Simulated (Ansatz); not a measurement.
# 2H-NbTe2 monolayer in a perpendicular field, part 2 of 2

Wanted: the out-of-plane response of the 2H-NbTe2 monolayer. A positive field points along +c.

Ansatz 0.2.0; plane-wave DFT, PBE-D3(BJ), Ansatz PAW (set soft_1); PAW set soft_1.

So far. Step 2 (Relaxing the slab): The lattice constant a goes from 3.901 to 3.625 Å.

**3. Single point, field 0**

A sawtooth potential applies the field, turning back in the middle of the vacuum. With the dipole correction the typed value is the field outside the slab. The induced dipole is small, so the SCF threshold is tight.

The cell differs from the one that the last finished run ended in (c 38.177 → 21.727 Å).

input.yaml

```yaml
crystal:
  lattice:
    - [3.6254296288, 0.0, 0.0]
    - [-1.8127148144, 3.1397141582, 0.0]
    - [0.0, 0.0, 21.7266490006]
  atoms:
    - { symbol: Te, position: [0.3333333333, 0.6666666667, 0.414237833], spin: 0.01 }
    - { symbol: Nb, position: [0.0, 0.0, 0.5], spin: 0.33 }
    - { symbol: Te, position: [0.3333333333, 0.6666666667, 0.585762167], spin: 0.01 }
magnetization:
  spin_polarized: true
kpoints:
  mp_grid: { grid: [12, 12, 1] }
  band_path:
    path: [[0, 0, 0], [0.5, 0, 0], [0.33333333, 0.33333333, 0], [0, 0, 0]]
    npoints: 16
hamiltonian:
  xc: pbe
  dispersion: d3bj
  pseudopotentials: { kind: paw, azcp: { folder: soft_1 } }
scf:
  occupations: { method: fermi_dirac, width: 0.02585 }
  convergence: { dr2_threshold: 1.0e-10 }
efield:
  axis: 3
  dipole_correction: true
  ramp_position: 0.97
  ramp_width: 0.06
  amplitude: 0
output:
  dos: { projected: true, e_range: [-6, 5] }
  write_potential: true
  write_density: true
  volumetric_format: npy
  elf: true
```

The run is started by

```sh
$ ansatz run input.yaml --threads 2 --pin off --max-ram 3072MiB --backend cpu --events-out ev --progress --plain --runs-dir out
```

Numbers of over 12 decimals in the logs are rounded to 6 here.

Log:

```text
[...]
Crystal: 3 atoms, lattice volume = 247.310 Å³
Basis set: ecut = 420 eV, 4777 PW (Γ)
Bands: 28, of which v1, the nominal top of the filled ones, is band 23 counted from 1 (22 counted from 0)
Symmetry: 6 space group operations
k-points: 19 of 144 (time reversal used)
[...]
Starting moments: Σ|m| = 0.35 μB on 3 of 3 sites
[...]
SCF iter   1: F=—  HF=-18514.936292 eV  |F-HF|=—  |Δ(HF+E_count)|=         —  Δρ=1.16e-2 (↑1.16e-2 ↓9.96e-3)  dr2=1.87e0  dr2_m=5.86e-3  M=0.181 μB ∫|m|=0.183 μB  β_m=0.62  ethr=3.10e-3  p=0.000 e·Å  D=7.06e-14 V/Å  ΔV_dip=-0.00 eV  dr2_dipole=1.82e-7  V_vac-E_F(+/−)=5.72/5.72 eV  ⟨swp⟩=11.9  Hψ=6143  notcnv=0
[...]
efield: sawtooth ramp at fractional position 0.9700 (set: `efield.ramp_position`, or a place that a band, a saddle search or an elastic batch's reference lends), width 0.0600; the density the first Hamiltonian is built on has a dipole p = 0.000 e·Å; the dipole correction subtracts the counter field D = 7.06e-14 V/Å, which shifts the + side's vacuum level by -0.00 eV against the − side's; the planar-averaged density in the ramp window peaks in size at 7.1e-7 e/Å³
[...]
SCF iter   2: F=—  HF=-18514.796497 eV  |F-HF|=—  |Δ(HF+E_count)|=   1.40e-1  Δρ=7.59e-3 (↑7.59e-3 ↓6.82e-3)  dr2=7.24e-1  dr2_m=1.68e-3  M=0.147 μB ∫|m|=0.150 μB  β_m=0.53  ethr=3.10e-3  p=-0.000 e·Å  D=-3.13e-5 V/Å  ΔV_dip=0.00 eV  dr2_dipole=5.66e-8  V_vac-E_F(+/−)=5.45/5.45 eV  ⟨swp⟩=2.0  Hψ=1603  notcnv=0  defer=38
density mixer auto → msr1: a metal under ldos (density of states about μ 1.10 of a free-electron gas's, 32 screened modes)
SCF iter   3: F=—  HF=-18514.833543 eV  |F-HF|=—  |Δ(HF+E_count)|=   3.70e-2  Δρ=1.95e-3 (↑1.92e-3 ↓1.95e-3)  dr2=2.20e-2  dr2_m=1.93e-4  M=0.118 μB ∫|m|=0.120 μB  β_m=0.66  ethr=1.61e-3  p=0.000 e·Å  D=6.37e-6 V/Å  ΔV_dip=-0.00 eV  dr2_dipole=1.24e-9  V_vac-E_F(+/−)=5.03/5.03 eV  ⟨swp⟩=3.0  Hψ=1820  notcnv=0  defer=38
[...]
SCF iter  19: F=-18514.860426 eV  HF=-18514.860426 eV  |F-HF|=7.28e-12  |Δ(HF+E_count)|=  3.64e-12  Δρ=7.11e-9 (↑5.03e-9 ↓7.11e-9)  dr2=2.26e-13  dr2_m=6.87e-14  M=0.699 μB ∫|m|=0.717 μB  ethr=1.00e-12  p=-0.000 e·Å  D=-7.80e-9 V/Å  ΔV_dip=0.00 eV  dr2_dipole=1.87e-15  V_vac-E_F(+/−)=4.98/4.98 eV  ⟨swp⟩=9.9  Hψ=3535  notcnv=0
SCF 1 converged in 19 iterations: F = -18514.860426 eV  dr2 = 2.26e-13
[...]
at 3 of the mixer's solves, the last at iteration 9, it left a direction of its history that read negative out of its fit and stepped the other way along it
[...]
NSCF: frozen V_eff on 49 k-points
efield: sawtooth ramp at fractional position 0.9700 (kept from the solve that this one continues, or follows in the run), width 0.0600; the density the first Hamiltonian is built on has a dipole p = -0.000 e·Å; the dipole correction subtracts the counter field D = -7.80e-9 V/Å, which shifts the + side's vacuum level by +0.00 eV against the − side's; the planar-averaged density in the ramp window peaks in size at 5.4e-7 e/Å³
SCF converged after 19 iterations
Magnetization: 0.6990 μB (22.8495 up, 22.1505 down)
Absolute magnetization: 0.7173 μB (∫|ρ↑−ρ↓|, with the PAW one-centre terms)
[...]
Per-site moments (μB) at R_I (Å): [(0.018893, 1.155974), (0.414624, 1.155974), (0.018893, 1.155974)]
Free energy (F): -18514.860426 eV
[...]
Internal energy: -18514.856215 eV  (E = F + TS)
E sigma→0 (E₀):  -18514.858321 eV
Entropy (-TS):   -0.004212 eV (-1.404 meV/atom)
Fermi energy:    0.293437 eV
Dipole field:    D = 0.000000 V/Å  (p = 0.000000 e·Å, saw-weighted, corrected)
Work function:   Φ+ = 4.9812 eV   Φ− = 4.9812 eV
Levels:          The Fermi level and band energies are counted from a zero that moves with the ramp; work functions are not
[...]
--- Band table (eV; the first three rows and the last of 38) ---
  k-point 0 ↑: bands = [... 19 lower, -1.0536, -0.1130, -0.1130, 0.1759, 3.3609, 3.3609, 3.5560, 3.5560, ... 1 higher]
  k-point 1 ↑: bands = [... 19 lower, -0.9779, -0.2566, -0.1529, 0.1648, 3.0647, 3.0784, 3.3883, 3.4774, ... 1 higher]
  k-point 2 ↑: bands = [... 19 lower, -0.7669, -0.5982, -0.4018, 0.0695, 2.3926, 2.7573, 3.0053, 3.7313, ... 1 higher]
  k-point 18 ↓: bands = [... 19 lower, -2.3138, -2.2888, -1.1363, 1.0073, 2.3932, 2.8006, 3.5535, 4.8023, ... 1 higher]
```

Wall time 26 s (2 threads of Intel Xeon Platinum 8375C at 2.90GHz (Ice Lake), shared host); peak memory 0.77 GiB; 52 s of CPU time.

In the SCF lines HF is the Harris–Foulkes energy and dr2 the Hartree energy of the density residual, in eV; the loop may stop once dr2 is under the threshold and the program's other checks hold. Hψ counts applications of the Hamiltonian.

This step gave:

```
energy at zero smearing   : -18514.8583 eV
total moment              : 0.6990 μB
site moments              : 0.01889, 0.4146, 0.01889 μB
work function, upper face : 4.981 eV
dipole along the normal   : 6.09e-8 e·Å
```

Running mean over a fixed 2.8 Å (it still follows the layers) of the planar mean; the ramp of the sawtooth is left out. The electron's electrostatic potential energy less the Fermi level by z:

z (Å), electron's electrostatic potential energy less the Fermi level (eV) and a bar from the least value:
```
     2.90       4.98 ##############################
     3.33       4.98 ##############################
     3.77       4.98 ##############################
     4.20       4.98 ##############################
     4.64       4.98 ##############################
     5.07       4.97 ##############################
     5.50       4.96 ##############################
     5.94       4.91 ##############################
     6.37       4.74 #############################
     6.81       4.15 ############################
     7.24       2.64 #########################
     7.68       0.95 #####################
     8.11      -0.81 ################
     8.55      -2.42 #############
     8.98      -3.95 #########
     9.41      -6.13 ####
     9.85      -7.66 #
    10.28      -7.88 
    10.72      -7.69 
    11.01      -7.69 
    11.44      -7.88 
    11.88      -7.66 #
    12.31      -6.13 ####
    12.75      -3.95 #########
    13.18      -2.42 #############
    13.62      -0.81 ################
    14.05       0.95 #####################
    14.48       2.64 #########################
    14.92       4.15 ############################
    15.35       4.74 #############################
    15.79       4.91 ##############################
    16.22       4.96 ##############################
    16.66       4.97 ##############################
    17.09       4.98 ##############################
    17.53       4.98 ##############################
    17.96       4.98 ##############################
    18.40       4.98 ##############################
    18.83       4.98 ##############################
```

The density of states has structure finer than the step of the table below, so its rows give means over 0.2 eV, whole bins alone (the curve runs from -6 to 1.99 eV). Peaks (eV: height): total -4.07: 5.14, -4.02: 5.98, -3.02: 7.01, -2.86: 6.07, -1.42: 5.16, -1.34: 6.09, -0.76: 4.67; up -4.07: 3.96, -4.02: 4.05, -3.08: 3.61, -3.02: 5.57, -1.42: 4.10, -0.13: 3.28, 1.80: 3.20; down -3.96: 2.61, -2.86: 5.54, -1.34: 3.96, -0.76: 3.20, -0.57: 2.57, 0.15: 2.53, 0.34: 3.39.

The density of states by energy, zero at the Fermi level; means over each step; values in states/eV a cell:

| energy (eV) | total | up | down |
| --- | --- | --- | --- |
| -5.2 | 0 | 0 | 0 |
| -5.0 | 0.0874 | 0.0874 | 0 |
| -4.8 | 0.767 | 0.498 | 0.269 |
| -4.6 | 1.25 | 0.754 | 0.493 |
| -4.4 | 1.84 | 1.04 | 0.798 |
| -4.2 | 2.45 | 1.22 | 1.23 |
| -4.0 | 4.60 | 2.67 | 1.93 |
| -3.8 | 2.90 | 1.02 | 1.89 |
| -3.6 | 1.13 | 0.461 | 0.668 |
| -3.4 | 1.09 | 0.628 | 0.457 |
| -3.2 | 2.40 | 1.75 | 0.655 |
| -3.0 | 4.59 | 2.43 | 2.16 |
| -2.8 | 2.40 | 0.555 | 1.85 |
| -2.6 | 2.26 | 1.30 | 0.955 |
| -2.4 | 2.63 | 1.36 | 1.27 |
| -2.2 | 2.67 | 1.35 | 1.32 |
| -2.0 | 2.93 | 1.59 | 1.34 |
| -1.8 | 2.88 | 1.30 | 1.58 |
| -1.6 | 2.14 | 1.04 | 1.10 |
| -1.4 | 4.10 | 2.33 | 1.77 |
| -1.2 | 3.98 | 2.17 | 1.81 |
| -1.0 | 3.90 | 2.10 | 1.81 |
| -0.8 | 3.43 | 1.42 | 2.01 |
| -0.6 | 2.44 | 0.953 | 1.49 |
| -0.4 | 2.40 | 1.47 | 0.939 |
| -0.2 | 3.00 | 2.50 | 0.500 |
| 0.0 | 2.17 | 1.01 | 1.16 |
| 0.2 | 2.41 | 0.369 | 2.04 |
| 0.4 | 1.24 | 5.4e-4 | 1.24 |
| 0.6 | 0.381 | 0 | 0.381 |
| 0.8 | 0.00398 | 0 | 0.00398 |
| 1.0 | 0 | 0 | 0 |
| 1.2 | 0 | 0 | 0 |
| 1.4 | 0 | 0 | 0 |
| 1.6 | 0.851 | 0.851 | 0 |
| 1.8 | 2.65 | 2.61 | 0.0367 |

Projected DOS per atom over height of the atomic layer and energy from the Fermi level. Layers: Te Nb Te from below.

Ten even steps from '_' (0.00 states/eV) to '@' (1.69 states/eV), each cell a mean:
```
::@@::
______
______
______
__++__
::@@::
--##--
++**++
######
******
==**==
++++++
==--==
##**##
------
--::--
##**##
------
......
______
______
______
```
Columns: height of the atomic layer (Å) from 9 to 12.7; rows upwards: energy from the Fermi level (eV) from -5.96 to 1.96.

Projected DOS per atom, spin up over height of the atomic layer and energy from the Fermi level. Layers: Te Nb Te from below.

Values in states/eV, 22 rows by 3 columns, each cell a mean:
```
0.31 1.51 0.31
0.03 0.13 0.03
0.00 0.00 0.00
0.00 0.00 0.00
0.01 0.06 0.01
0.20 0.78 0.20
0.34 1.01 0.34
0.38 0.48 0.38
0.63 0.81 0.63
0.60 0.60 0.60
0.40 0.55 0.40
0.43 0.53 0.43
0.44 0.34 0.44
0.51 0.49 0.51
0.46 0.37 0.46
0.21 0.14 0.21
0.66 0.59 0.66
0.36 0.35 0.36
0.20 0.17 0.20
0.01 0.01 0.01
0.00 0.00 0.00
0.00 0.00 0.00
```
Columns: height of the atomic layer (Å) from 9 to 12.7; rows upwards: energy from the Fermi level (eV) from -5.96 to 1.96.

Projected DOS per atom, spin down over height of the atomic layer and energy from the Fermi level. Layers: Te Nb Te from below.

Values in states/eV, 22 rows by 3 columns, each cell a mean:
```
0.05 0.18 0.05
0.00 0.00 0.00
0.00 0.00 0.00
0.01 0.11 0.01
0.15 0.93 0.15
0.19 0.88 0.19
0.24 0.34 0.24
0.54 0.62 0.54
0.63 0.51 0.63
0.52 0.47 0.52
0.45 0.56 0.45
0.43 0.44 0.43
0.38 0.26 0.38
0.76 0.59 0.76
0.22 0.14 0.22
0.36 0.28 0.36
0.67 0.53 0.67
0.30 0.24 0.30
0.13 0.09 0.13
0.00 0.00 0.00
0.00 0.00 0.00
0.00 0.00 0.00
```
Columns: height of the atomic layer (Å) from 9 to 12.7; rows upwards: energy from the Fermi level (eV) from -5.96 to 1.96.

Deep bands are left out, so band numbers here count from the lowest band kept and differ from the log's. Electronic bands along the path, in eV, zero at the Fermi level; # counts the bands kept:

| point | up #4 | up #5 | up #6 | up #7 | down #4 | down #5 | down #6 | down #7 |
| --- | --- | --- | --- | --- | --- | --- | --- | --- |
| Γ | -1.35 | -0.41 | -0.41 | -0.12 | -1.05 | -0.25 | -0.25 | 0.35 |
| halfway | -1.28 | -1.08 | -0.77 | -0.48 | -1.15 | -1.03 | -0.54 | -0.02 |
| M | -1.90 | -1.45 | -0.57 | -0.22 | -1.78 | -1.36 | -0.16 | -0.16 |
| halfway | -2.34 | -1.93 | -1.43 | 0.04 | -2.25 | -1.80 | -1.34 | 0.42 |
| K | -2.74 | -2.65 | -1.53 | 0.30 | -2.61 | -2.58 | -1.43 | 0.71 |
| halfway | -2.14 | -1.25 | -0.72 | -0.27 | -2.03 | -1.03 | -0.65 | 0.14 |
| Γ | -1.35 | -0.41 | -0.41 | -0.12 | -1.05 | -0.25 | -0.25 | 0.35 |

Site moment by atom:

| atom | site moment (μB) |
| --- | --- |
| Te1 | 0.019 |
| Nb2 | 0.415 |
| Te3 | 0.019 |

Spin density in the ca plane at fractional y = 0.667, with atoms of Te within 0.2 Å of it.

Ten even steps from '0' (-0.004 e/Å³) to '9' (0.055 e/Å³), each cell a mean:
```
00000000000000000000011379521100000000000000
00000000000000000000011379521100000000000000
00000000000000000000011257421100000000000000
00000000000000000110001234211001110000000000
00000000000000001111000011100001111000000000
00000000000000011111100000000011111000000000
00000000000000001111100001000011111000000000
00000000000000001111000122210001111000000000
00000000000000000000011245311000000000000000
```
Columns run along c (16.0 Å, from fractional 0.09 to 0.83 of the cell), rows up along a (3.6 Å). Atoms in or near the plane, at fractional coordinates: Te at (0.41, 0.33), Te at (0.59, 0.33).

Valence density in the ca plane at fractional y = 0.667, with atoms of Te within 0.2 Å of it. It is the smooth field of the valence electrons, not physical close to the nuclei.

Ten steps, logarithmic in the rise over the least value, from '0' (0 e/Å³) to '9' (15 e/Å³), each cell a mean:
```
00000000000000000011111222211111000000000000
00000000000000000001111222211111000000000000
00000000000000000112222222222221100000000000
00000000000000001234432211123343210000000000
00000000000000001357763211224786421000000000
00000000000000002379984211235998521000000000
00000000000000001368974211235898521000000000
00000000000000001245643211223565321000000000
00000000000000000122322222222232210000000000
```
Columns run along c (16.0 Å, from fractional 0.09 to 0.83 of the cell), rows up along a (3.6 Å). Atoms in or near the plane, at fractional coordinates: Te at (0.41, 0.33), Te at (0.59, 0.33).

ELF in the ca plane at fractional y = 0.667, with atoms of Te within 0.2 Å of it. It is the smooth field of the valence electrons, not physical close to the nuclei.

Ten even steps from '0' (0.00) to '9' (0.85), each cell a mean:
```
00000000000000001234443222124444321000000000
00000000000000000112332122112332100000000000
00000000000000123556665211235665543100000000
00000000000002468875567521366556787531000000
00000000000014799852135632464213699863100000
00000000000025899730014532453001589974100000
00000000000025799731024532453101589964100000
00000000000013689864346632465434799752000000
00000000000001246776666421257666776310000000
```
Columns run along c (16.0 Å, from fractional 0.09 to 0.83 of the cell), rows up along a (3.6 Å). Atoms in or near the plane, at fractional coordinates: Te at (0.41, 0.33), Te at (0.59, 0.33).

The work function of the upper face is 4.98 eV.

**4. Atoms held, field 0.1 V/Å**

input.yaml: that of step 3 with these lines changed.

```diff
@@ -26,7 +26,6 @@
   dipole_correction: true
-  ramp_position: 0.97
-  ramp_width: 0.06
-  amplitude: 0
+  ramp_position: 0.931
+  ramp_width: 0.1381
+  amplitude: 0.1
 output:
-  dos: { projected: true, e_range: [-6, 5] }
   write_potential: true
@@ -34,2 +33 @@
   volumetric_format: npy
-  elf: true
```

Log:

```text
[...]
Crystal: 3 atoms, lattice volume = 247.310 Å³
Basis set: ecut = 420 eV, 4777 PW (Γ)
Bands: 28, of which v1, the nominal top of the filled ones, is band 23 counted from 1 (22 counted from 0)
Symmetry: 6 space group operations
k-points: 19 of 144 (time reversal used)
[...]
Starting moments: Σ|m| = 0.35 μB on 3 of 3 sites
[...]
k-point 1 ↑: bands = [... 19 lower, -0.9785, -0.2572, -0.1537, 0.1644, 3.0606, 3.0808, 3.3875, 3.4770, ... 1 higher]
  k-point 2 ↑: bands = [... 19 lower, -0.7676, -0.5988, -0.4026, 0.0691, 2.3915, 2.7567, 3.0046, 3.7307, ... 1 higher]
  k-point 18 ↓: bands = [... 19 lower, -2.3145, -2.2894, -1.1368, 1.0067, 2.3925, 2.7999, 3.5528, 4.8016, ... 1 higher]
[key lines of the parts left out:]
SCF converged after 17 iterations
Magnetization: 0.6990 μB (22.8495 up, 22.1505 down)
Free energy (F): -18514.862450 eV
Fermi energy:    0.292825 eV
Dipole field:    D = 0.029606 V/Å  (p = 0.040463 e·Å, saw-weighted, corrected)
```

Wall time 25 s (2 threads); peak memory 0.77 GiB; 49 s of CPU time.

The dipole is 0.0405 e·Å.

**5. Single point, field -0.1 V/Å**

input.yaml: that of step 4 with these lines changed.

```diff
@@ -28,3 +28,3 @@
   ramp_width: 0.1381
-  amplitude: 0.1
+  amplitude: -0.1
 output:
```

Log:

```text
[...]
Crystal: 3 atoms, lattice volume = 247.310 Å³
Basis set: ecut = 420 eV, 4777 PW (Γ)
Bands: 28, of which v1, the nominal top of the filled ones, is band 23 counted from 1 (22 counted from 0)
Symmetry: 6 space group operations
k-points: 19 of 144 (time reversal used)
[...]
Starting moments: Σ|m| = 0.35 μB on 3 of 3 sites
[...]
k-point 1 ↑: bands = [... 19 lower, -0.9784, -0.2571, -0.1535, 0.1645, 3.0607, 3.0809, 3.3876, 3.4772, ... 1 higher]
  k-point 2 ↑: bands = [... 19 lower, -0.7674, -0.5987, -0.4024, 0.0692, 2.3916, 2.7568, 3.0048, 3.7308, ... 1 higher]
  k-point 18 ↓: bands = [... 19 lower, -2.3144, -2.2893, -1.1366, 1.0068, 2.3927, 2.8001, 3.5530, 4.8018, ... 1 higher]
[key lines of the parts left out:]
SCF converged after 17 iterations
Magnetization: 0.6990 μB (22.8495 up, 22.1505 down)
Free energy (F): -18514.862450 eV
Fermi energy:    0.292978 eV
Dipole field:    D = -0.029607 V/Å  (p = -0.040464 e·Å, saw-weighted, corrected)
```

It took 25 s on 2 threads; peak memory 0.77 GiB; 48 s of CPU time.

The dipole is -0.0405 e·Å.

**6. Response, atoms held**

This step: plane-wave DFT, PBE-D3(BJ), Ansatz PAW (set soft_1); response to a field along the normal, atoms held; PAW set soft_1 (Ansatz 0.2.0).

The dipoles give the slope, and the difference of two potentials shows where the field is screened.

This step gave:

```
equivalent conductor thickness p/(ε₀AE) : 6.432 Å
distance between the outer atoms        : 3.727 Å
```

Dipole of the cell against applied field:

| applied field (V/Å) | dipole of the cell (e·Å) |
| --- | --- |
| -0.1000 | -0.0405 |
| 0.0000 | 6.1e-8 |
| 0.1000 | 0.0405 |

The total moment stays at 0.699 μB for applied field from -0.1 to 0.1 V/Å.

Local field over the applied field, running mean. From the potentials at -0.1 and 0.1 V/Å; running mean over 2.5 Å. Table of local field over applied field by z:

| z (Å) | local field over applied field |
| --- | --- |
| 4.5 | 0.997 |
| 5.0 | 0.991 |
| 5.5 | 0.976 |
| 6.0 | 0.937 |
| 6.5 | 0.856 |
| 7.0 | 0.717 |
| 7.5 | 0.547 |
| 8.0 | 0.373 |
| 8.5 | 0.211 |
| 9.0 | 0.0899 |
| 9.5 | 0.0415 |
| 10.0 | 0.0323 |
| 10.5 | 0.0241 |
| 11.0 | 0.0206 |
| 11.5 | 0.0291 |
| 12.0 | 0.0356 |
| 12.5 | 0.0596 |
| 13.0 | 0.148 |
| 13.5 | 0.296 |
| 14.0 | 0.468 |
| 14.5 | 0.641 |
| 15.0 | 0.799 |
| 15.5 | 0.908 |
| 16.0 | 0.962 |
| 16.5 | 0.986 |
| 17.0 | 0.995 |
| 17.5 | 0.998 |

Electrons, planar mean, per unit field. Table of induced electron density by z:

| z (Å) | induced electron density (e/Å³ per V/Å) |
| --- | --- |
| 4.06 | 5.4e-6 |
| 4.49 | 1.4e-5 |
| 4.78 | 2.6e-5 |
| 5.21 | 6.4e-5 |
| 5.50 | 1.2e-4 |
| 5.94 | 2.7e-4 |
| 6.23 | 4.7e-4 |
| 6.66 | 0.00102 |
| 6.95 | 0.00163 |
| 7.39 | 0.00287 |
| 7.68 | 0.00349 |
| 8.11 | 0.00265 |
| 8.40 | 0.00112 |
| 8.84 | 7.0e-4 |
| 9.27 | 5.2e-4 |
| 9.56 | 6.0e-4 |
| 9.99 | -4.3e-4 |
| 10.28 | -0.00103 |
| 10.72 | -3.3e-4 |
| 11.01 | 3.3e-4 |
| 11.44 | 0.00103 |
| 11.73 | 4.3e-4 |
| 12.17 | -6.0e-4 |
| 12.46 | -5.2e-4 |
| 12.89 | -7.0e-4 |
| 13.33 | -0.00112 |
| 13.62 | -0.00265 |
| 14.05 | -0.00349 |
| 14.34 | -0.00287 |
| 14.77 | -0.00163 |
| 15.06 | -0.00102 |
| 15.50 | -4.7e-4 |
| 15.79 | -2.7e-4 |
| 16.22 | -1.2e-4 |
| 16.51 | -6.4e-5 |
| 16.95 | -2.6e-5 |
| 17.24 | -1.4e-5 |
| 17.67 | -5.4e-6 |

By hand: between -0.1 and 0.1 V/Å the dipole changes by 0.08093 e·Å, a slope of 0.4046 e·Å²/V. A perfect conductor of thickness t has p = ε₀AEt, so t = 180.95 × 0.4046 / 11.383 = 6.43 Å (e/ε₀ = 180.95 V·Å, A in Å²).

The induced dipole is that of a conductor 6.43 Å thick.

**7. Summary of results**

* gap without field: none
* work function, upper face: 4.98 eV
* equivalent conductor thickness, atoms held: 6.43 Å

The induced dipole equals that of a perfect conductor 6.43 Å thick, while the outer atoms lie 3.73 Å apart. There is no gap over 0.03 eV, with or without the field. For an open d or f shell that can be the fault of a semilocal functional without a Hubbard term. The magnetic order is the one reached from the typed start; other orders were not compared. Spin-orbit coupling is left out, which matters for the bands of elements this heavy.

[Logs are printed without paths, hosts, clocks, repeated set-up lines and the standing remarks that a program may print on its own settings, such as how far it seeks lower states.]

[Hosts, paths, dates, database ids (printed as entryN), source tags and the programs' standing remarks are cut or masked in the printed files.]

[Maps of the electrostatic potential energy from Ansatz leave out the sawtooth potential of an applied field or a dipole correction, so their vacuum need not be flat; planar profiles and work functions include it.]
